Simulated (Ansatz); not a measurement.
# Where Mg_i (void) puts its levels in the gap of GaN (F-43m)

Aim: at which Fermi levels does Mg_i (void) in GaN (F-43m) change its charge? The model is a cell of 54 host atoms with 1 Mg put in.

Method: place-levels on r2SCAN runs: charge-transition levels and formation energies with image-charge correction and potential alignment at the atomic sites; PAW set soft_1, in Ansatz 0.2.0.

## (1) The structure

The cell holds 55 atoms: 27 Ga, 27 N and 1 Mg. Its edges and angles: a = 9.542 Å, b = 9.542 Å, c = 9.542 Å, α = 60.0°, β = 60.0°, γ = 60.0°. It derives from GaN (space group F-43m). Nearest the centre at fractional (0.250, 0.250, 0.917): Mg55 at 0.00 Å, Ga25 at 1.95 Å, Ga7 at 1.95 Å, Ga19 at 1.95 Å, Ga29 at 1.95 Å, N20 at 2.25 Å, N8 at 2.25 Å, N2 at 2.25 Å.

Structure file:

```xyz
55
Lattice="0.0000 6.7473 6.7473 6.7473 0.0000 6.7473 6.7473 6.7473 0.0000" Properties=species:S:1:pos:R:3 pbc="T T T"
Ga    0.0000    0.0000    0.0000
N     1.1245    1.1245    1.1245
Ga    2.2491    2.2491    0.0000
N     3.3736    3.3736    1.1245
Ga    4.4982    4.4982    0.0000
N     5.6227    5.6227    1.1245
Ga    2.2491    0.0000    2.2491
N     3.3736    1.1245    3.3736
Ga    4.4982    2.2491    2.2491
N     5.6227    3.3736    3.3736
Ga    6.7473    4.4982    2.2491
N     7.8718    5.6227    3.3736
Ga    4.4982    0.0000    4.4982
N     5.6227    1.1245    5.6227
Ga    6.7473    2.2491    4.4982
N     7.8718    3.3736    5.6227
Ga    8.9964    4.4982    4.4982
N    10.1209    5.6227    5.6227
Ga    0.0000    2.2491    2.2491
N     1.1245    3.3736    3.3736
Ga    2.2491    4.4982    2.2491
N     3.3736    5.6227    3.3736
Ga    4.4982    6.7473    2.2491
N     5.6227    7.8718    3.3736
Ga    2.2491    2.2491    4.4982
N     3.3736    3.3736    5.6227
Ga    4.4982    4.4982    4.4982
N     5.6227    5.6227    5.6227
Ga    6.7473    6.7473    4.4982
N     7.8718    7.8718    5.6227
Ga    4.4982    2.2491    6.7473
N     5.6227    3.3736    7.8718
Ga    6.7473    4.4982    6.7473
N     7.8718    5.6227    7.8718
Ga    8.9964    6.7473    6.7473
N    10.1209    7.8718    7.8718
Ga    0.0000    4.4982    4.4982
N     1.1245    5.6227    5.6227
Ga    2.2491    6.7473    4.4982
N     3.3736    7.8718    5.6227
Ga    4.4982    8.9964    4.4982
N     5.6227   10.1209    5.6227
Ga    2.2491    4.4982    6.7473
N     3.3736    5.6227    7.8718
Ga    4.4982    6.7473    6.7473
N     5.6227    7.8718    7.8718
Ga    6.7473    8.9964    6.7473
N     7.8718   10.1209    7.8718
Ga    4.4982    4.4982    8.9964
N     5.6227    5.6227   10.1209
Ga    6.7473    6.7473    8.9964
N     7.8718    7.8718   10.1209
Ga    8.9964    8.9964    8.9964
N    10.1209   10.1209   10.1209
Mg    7.8718    7.8718    3.3736
```

Known beforehand: the electronic dielectric constant, 6.00, and the static one, 10.56, computed on the host (DFPT, PBEsol, on the r2SCAN cell), and a cell off the functional's own equilibrium shifts the ionic part.

The cell's shortest repeat is 9.5 Å.

## (2) What was run first

A transition level is the Fermi level at which two charge states cost the same, so each charge needs its own total energy, at its own relaxed structure.

Each atom starts 0.05 Å or so off its site in a random direction: a symmetric start keeps its symmetry, and would miss off-centre moves and Jahn–Teller distortions. Forces are taken on a 2×2×2 shifted mesh. The cell holds 1 electron fewer than the neutral one, with a uniform background that keeps it neutral on the whole. The electron count is odd, so at least one spin is unpaired; this run locks the moment at 1 μB.

The sampling was tested on the host first: at the k-points planned (1x1x1 shifted 0.25 0.25 0.25) its energy lies 0.067 eV an atom from the dense-mesh value, so the final energies take a denser sampling.

One of the inputs; charge, spin and start change from state to state.

qp1_M1.relax/input.yaml

```yaml
crystal:
  lattice:
    - [0.0, 2.24909694, 2.24909694]
    - [2.24909694, 0.0, 2.24909694]
    - [2.24909694, 2.24909694, 0.0]
  atoms:
    - { symbol: Ga, position: [0.0, 0.0, 0.0] }
    - { symbol: "N", position: [0.25, 0.25, 0.25] }
  supercell: [3, 3, 3]
  defects: [{ interstitial: { symbol: Mg, position: [0.25, 0.25, 0.916667] } }]
total_charge: 1
basis:
  ecutwfc: 500
  xc_grid: 2
hamiltonian:
  xc: r2scan
  pseudopotentials: { kind: paw, azcp: { folder: soft_1 } }
kpoints:
  mp_grid: { grid: [2, 2, 2], shift: [0.5, 0.5, 0.5] }
magnetization:
  spin_polarized: true
  initial_magnetization: 1
  spin_locking: { lock_magnetization: hard }
scf:
  occupations: { method: fixed }
  max_iter: 100
output:
  forces: true
  charged_corrections: { epsilon: 6.0, static_epsilon: 10.56 }
relax:
  f_tol: 0.02
  max_steps: 80
  random_displacement: { amplitude: 0.05, seed: 6539 }
checkpoint:
  write: "../qp1_M1.relax.run"
  compress: false
  write_wavefunctions: true
  write_every: 100000
```

On the command line:

```sh
ansatz run input.yaml --threads 4 --pin off --max-ram 15073MiB --backend cpu --events-out ev --progress --plain --runs-dir out
```

The run of this state that the levels use, under r2SCAN:

qp1_M1.point/input.yaml

```yaml
crystal:
  checkpoint: "../qp1_M1.relax.run"
  host: checkpoint
total_charge: 1
basis:
  ecutwfc: 500
  xc_grid: 2
hamiltonian:
  xc: r2scan
  pseudopotentials: { kind: paw, azcp: { folder: soft_1 } }
kpoints:
  mp_grid: { grid: [2, 2, 2], shift: [0.5, 0.5, 0.5] }
magnetization:
  spin_polarized: true
  initial_magnetization: 1
  spin_locking: { lock_magnetization: hard }
scf:
  occupations: { method: fixed }
  max_iter: 100
output:
  forces: true
  eigenvalues: true
  charged_corrections:
    epsilon: 6.0
    static_epsilon: 10.56
    defect_position: [0.25, 0.25, 0.916667]
  eigenstates: { localisation: true }
  populations: true
  efg: {}
checkpoint:
  read: "../qp1_M1.relax.run"
  write: "../qp1_M1.point.run"
  compress: false
  write_wavefunctions: false
  write_every: 100000
```

Relaxations under r2SCAN at a 2×2×2 shifted mesh; times on 4 threads of AMD EPYC 7R13 (Zen 3), shared host:

```csv
charge,moment (μB),occupations,outcome,steps,largest displacement against the far atoms (Å),time
0,0,fixed,converged,5,0.30,3.2 min
+1,1,fixed,converged,5,0.29,7.8 min
+2,0,fixed,converged,5,0.28,3.1 min
0,2,fixed,converged,20,0.91,24 min
```

Single points under r2SCAN at a 2×2×2 shifted mesh; times on 4 threads of AMD EPYC 7R13 (Zen 3), shared host:

```csv
charge,moment (μB),occupations,outcome,time
0,0,fixed,converged,36 s
+1,1,fixed,converged,73 s
+2,0,fixed,converged,42 s
0,2,fixed,converged,79 s
```

Distances (Å) from Mg55 to the nearest atoms after relaxation with r2SCAN:

```
charge  moment (μB)      1.      2.      3.       4.       5.      6.
     0            0  N 2.19  N 2.19  N 2.19   N 2.19   N 2.19  N 2.19
     0            2  N 1.95  N 2.13  N 2.13  Ga 2.25  Ga 2.28  N 2.33
    +1            1  N 2.19  N 2.19  N 2.19   N 2.19   N 2.19  N 2.19
    +2            0  N 2.19  N 2.19  N 2.19   N 2.19   N 2.19  N 2.19
```

## (3) Placing the levels, r2SCAN

A charged cell interacts with its images and the background, and its potential has another zero than the host's. place-levels removes the first by a point-charge model, screened by the static dielectric constant since the ions have relaxed around the charge, and the second by comparing potentials at atoms far from the defect.

The host is a run of the defect-free crystal in the same cutoffs, grids and k-points, so that basis and sampling errors cancel in part in the differences. The host is run in a cell of 2 atoms on a matching mesh. Its band edges are searched through the zone by a band path, so the gap is smaller than, or equal to, that on the mesh. Chemical potentials are energies per atom of Mg (hcp), run with the same functional and cutoff.

levels.point.yaml

```yaml
host:
  run: host.point.run
states: [q0.point.run, qp1_M1.point.run, qp2.point.run, q0_M2.point.run]
geometry_from:
  q0.point.run: q0.relax.run
  qp1_M1.point.run: qp1_M1.relax.run
  qp2.point.run: qp2.relax.run
  q0_M2.point.run: q0_M2.relax.run
  host.point.run: host.relax.run
chemical_potentials:
  Mg:
    energy: -1926.407918
    dataset: "<sha256 of the dataset>"
epsilon: 6.0
static_epsilon: 10.56
vertical:
  - { from: qp1_M1.point.run, to: qp1_M1.point_neutral.run }
  - { from: qp2.point.run, to: qp2.point_neutral.run }
```

On the command line:

```sh
ansatz place-levels levels.point.yaml -- --threads 4 --pin off --max-ram 15073MiB
```

Numbers of over 12 decimals in the logs are rounded to 6 here.

Log:

```text
[... repeated set-up lines and file paths are left out, and long positions are rounded to six places ...]
(+2/+1) 2.199 eV above the valence edge (+2.841 eV without the band-filling correction), in the conduction band; not on the lower envelope
(+1/0) 2.168 eV above the valence edge (+3.178 eV without the band-filling correction), 0.000 eV under the conduction edge; not on the lower envelope
(+2/0) 2.183 eV above the valence edge (+3.009 eV without the band-filling correction), in the conduction band: charges between them are lowest nowhere
formation energy of charge +2: +1.973 eV with the Fermi level at the valence edge
formation energy of charge +1: +4.172 eV with the Fermi level at the valence edge
formation energy of charge 0: +6.340 eV with the Fermi level at the valence edge
vertical +1 to 0: no energy, since no alignment is typed
  the change from vertical[0].from (qp1_M1.point.run) to vertical[0].to (qp1_M1.point_neutral.run): by its potential at epsilon 6 it stands at 0.337 0.336 0.003, with an rms radius of about 4.6 Å (2.6 2.6 2.6 Å across the planes of the cell's vectors); [...]
vertical +2 to 0: no energy, since no alignment is typed
  the change from vertical[1].from (qp2.point.run) to vertical[1].to (qp2.point_neutral.run): by its potential at epsilon 6 it stands at 0.335 0.335 0.002, with an rms radius of about 4.5 Å (2.6 2.6 2.6 Å across the planes of the cell's vectors); [...]
  edges by r2scan, gap 2.168 eV; the host is sampled to repeats of 19.08 Å
  the defect's cells are sampled to repeats of 19.08 Å, like sampling
  charge +2: -114705.4927 eV with its correction of +1.395 eV, at epsilon 10.56, aligned at sites: +0.2341 eV, mean over 24 atomic sites at or beyond 4.77 Å from the defect at [0.2500, 0.2500, 0.9167], with +0.000000 for the charge's moments and without [...]
  charge +1: -114693.2022 eV with its correction of +0.545 eV, at epsilon 10.56, aligned at sites: +0.3132 eV, mean over 24 atomic sites at or beyond 4.77 Å from the defect at [0.2500, 0.2500, 0.9167], with +0.000000 for the charge's moments and without [...]
  charge 0: +0.000 eV for its dipole among its images, +0.000 omitted
  charge 0: states[3] (q0_M2.point.run) stands 0.128 eV higher, with a moment of 2.00 μB against 0.00
  of states[2] (qp2.point.run): it parts from the run at its places by a charge that spreads by about 2.6 Å along one vector (1.3 Å or more is wide), by its potential at epsilon 6, taken for that of held ions (one typed too small widens it), where the cell [...]
  of states[1] (qp1_M1.point.run): it parts from the run at its places by a charge that spreads by about 2.6 Å along one vector (1.3 Å or more is wide), by its potential at epsilon 6, taken for that of held ions (one typed too small widens it), where the cell [...]
  of states[0] (q0.point.run): a band-filling correction moves a carrier to the host's band edge, which changes its energy by -1.652 eV; [...]
  of states[3] (q0_M2.point.run): its alignment with the host at atomic sites is doubtful: the mean over the far sites moves by -0.1368 eV from their farther parts to their nearer, more than 0.05 eV. [...]
  of vertical[0].from (qp1_M1.point.run): stability_check_not_made; [...]
  of vertical[1].from (qp2.point.run): it parts from the run at its places by a charge that spreads by about 2.6 Å along one vector (1.3 Å or more is wide), by its potential at epsilon 6, taken for that of held ions (one typed too small widens it), where the [...]
```

The job ended after 0.37 s (4 threads of AMD EPYC 7R13 (Zen 3), shared host).

Levels between the charges placed, in eV above the valence top:

```
        gap (eV)  (+2/+1)  (+1/0)
r2SCAN      2.17     2.20    2.17
```

Corrections by state:

```csv
charge,moment (μB),image terms and alignment (eV),band filling (eV),ε used,"over the lowest of its charge, as the program ranks them, band filling apart (eV)"
+2,0.0,1.395,-,10.56,0.000
+1,1.0,0.545,-0.642,10.56,0.000
0,0.0,0.000,-1.652,-,0.000
0,2.0,0.000,-,-,0.128
```

The charged structures listed were also run neutral, and place-levels reads from each pair, by the potential or the spins, how wide the charge is by which they differ; that can be the carrier of either run.

| charge | rms radius (Å) | spread where it is widest against the cell (Å) | wide from (Å) | reading |
| --- | --- | --- | --- | --- |
| +2 | 4.5 | 2.57 | 1.35 | wide |
| +1 | 4.6 | 2.63 | 1.35 | wide |

The neutral runs of these pairs need not share the spin of the lowest neutral state, and very wide values only mean spread over the cell.

From the program's caveats on the states, each cut to its opening words:

- charge +2, +1 (1 μB): it parts from the run at its places by a charge that spreads by about 2.6 Å along one vector (1.3 Å or more is wide), by its potential at epsilon 6, taken for [...]
- charge +2: its alignment with the host at atomic sites is doubtful: the mean over the far sites moves by -0.1845 eV from their farther parts to their nearer, more than [...]
- charge +1 (1 μB): a band-filling correction moves a carrier to the host's band edge, which changes its energy by -0.642 eV
- charge +1 (1 μB): its alignment with the host at atomic sites is doubtful: the mean over the far sites moves by -0.1792 eV from their farther parts to their nearer, more than [...]
- charge +1 (1 μB), 0 (2 μB): flagged: stability check not made
- charge 0: a band-filling correction moves a carrier to the host's band edge, which changes its energy by -1.652 eV
- charge 0: its alignment with the host at atomic sites is doubtful: the mean over the far sites moves by -0.1793 eV from their farther parts to their nearer, more than [...]
- charge 0 (2 μB): its alignment with the host at atomic sites is doubtful: the mean over the far sites moves by -0.1368 eV from their farther parts to their nearer, more than [...]
- charge 0 (2 μB): its moments are held at its close (magnetization.spin_locking), by a field of 0.226 eV a Bohr magneton, and its energy and levels are of the state that this [...]

The host's formation energy from the elements is -0.646 eV per atom; it sets how far the chemical potentials can move.

Formation energies (eV), Ga-rich (Δμ(Ga) = 0.00 eV, Δμ(N) = -1.29 eV, Δμ(Mg) = 0.00 eV):

```csv
charge,Fermi level at the valence top,at the conduction bottom
+2,1.97,6.31
+1,4.17,6.34
0,6.34,6.34
```

Formation energies (eV), N-rich (Δμ(N) = 0.00 eV, Δμ(Ga) = -1.29 eV, Δμ(Mg) = 0.00 eV):

```
charge  Fermi level at the valence top  at the conduction bottom
    +2                            1.97                      6.31
    +1                            4.17                      6.34
     0                            6.34                      6.34
```

## (4) What came out

```json
{"gap of the host": "2.17 eV (r2SCAN)", "level (plus 2/plus 1)": "2.20 eV above the valence top, past the conduction bottom, not a change between lowest states (2.84 eV above the valence top without the band-filling term)", "level (plus 1/0)": "2.17 eV above the valence top, at the conduction bottom, not a change between lowest states (3.18 eV above the valence top without the band-filling term)", "lowest of the charges placed, just above the valence top (0.02 eV)": "+2", "lowest of the charges placed, just below the conduction bottom (0.02 eV)": "+2", "lowest formation energy at mid-gap of the charges run, Ga-rich": "4.14 eV", "lowest formation energy at mid-gap of the charges run, N-rich": "4.14 eV"}
```

In words: Of the charges placed (0, +1 and +2), +2 is the lowest from 0.02 eV above the valence top to 0.02 eV below the conduction bottom, a gap of 2.17 eV. Charges above +2 and below 0 were not placed, so these runs say nothing of levels that involve them. States placed: +2 at 0 μB; +1 at 1 μB; 0 at 0 μB and 2 μB. Other spin states or structures, where not listed, weren't placed. The program finds carriers beyond a band edge of the host and adds a band-filling term at charge 0 (-1.65 eV) and +1 (-0.64 eV); steps to such a charge show no bound level, and a defect level inside a band would be read the same way. Mg is taken at its element; compounds, which aren't counted here, bound the chemical potentials and would shift these formation energies. The program doubts the alignment of potentials for at least one state, a sign that the cell is small. What this leaves open: r2SCAN makes the gap too small and tends to spread out bound carriers; where a gas molecule sets a chemical potential or the host's formation energy, its binding is uncorrected.

[Logs are printed without paths, hosts, clocks, repeated set-up lines and the standing remarks that a program may print on its own settings, such as how far it seeks lower states.]

[Hosts, paths, dates, database ids (printed as entryN), source tags and the programs' standing remarks are cut or masked in the printed files.]

[Where a table of states has a column of steps, it counts the stored structures, which are thinned; the runs took as many ionic steps or more.]

[A defect's name tells the site on which it was built; relaxed atoms can leave that site.]

[For some hosts the program warned that the k-mesh of the response run may be too coarse for force constants and the static dielectric constant; such warnings are not shown here.]
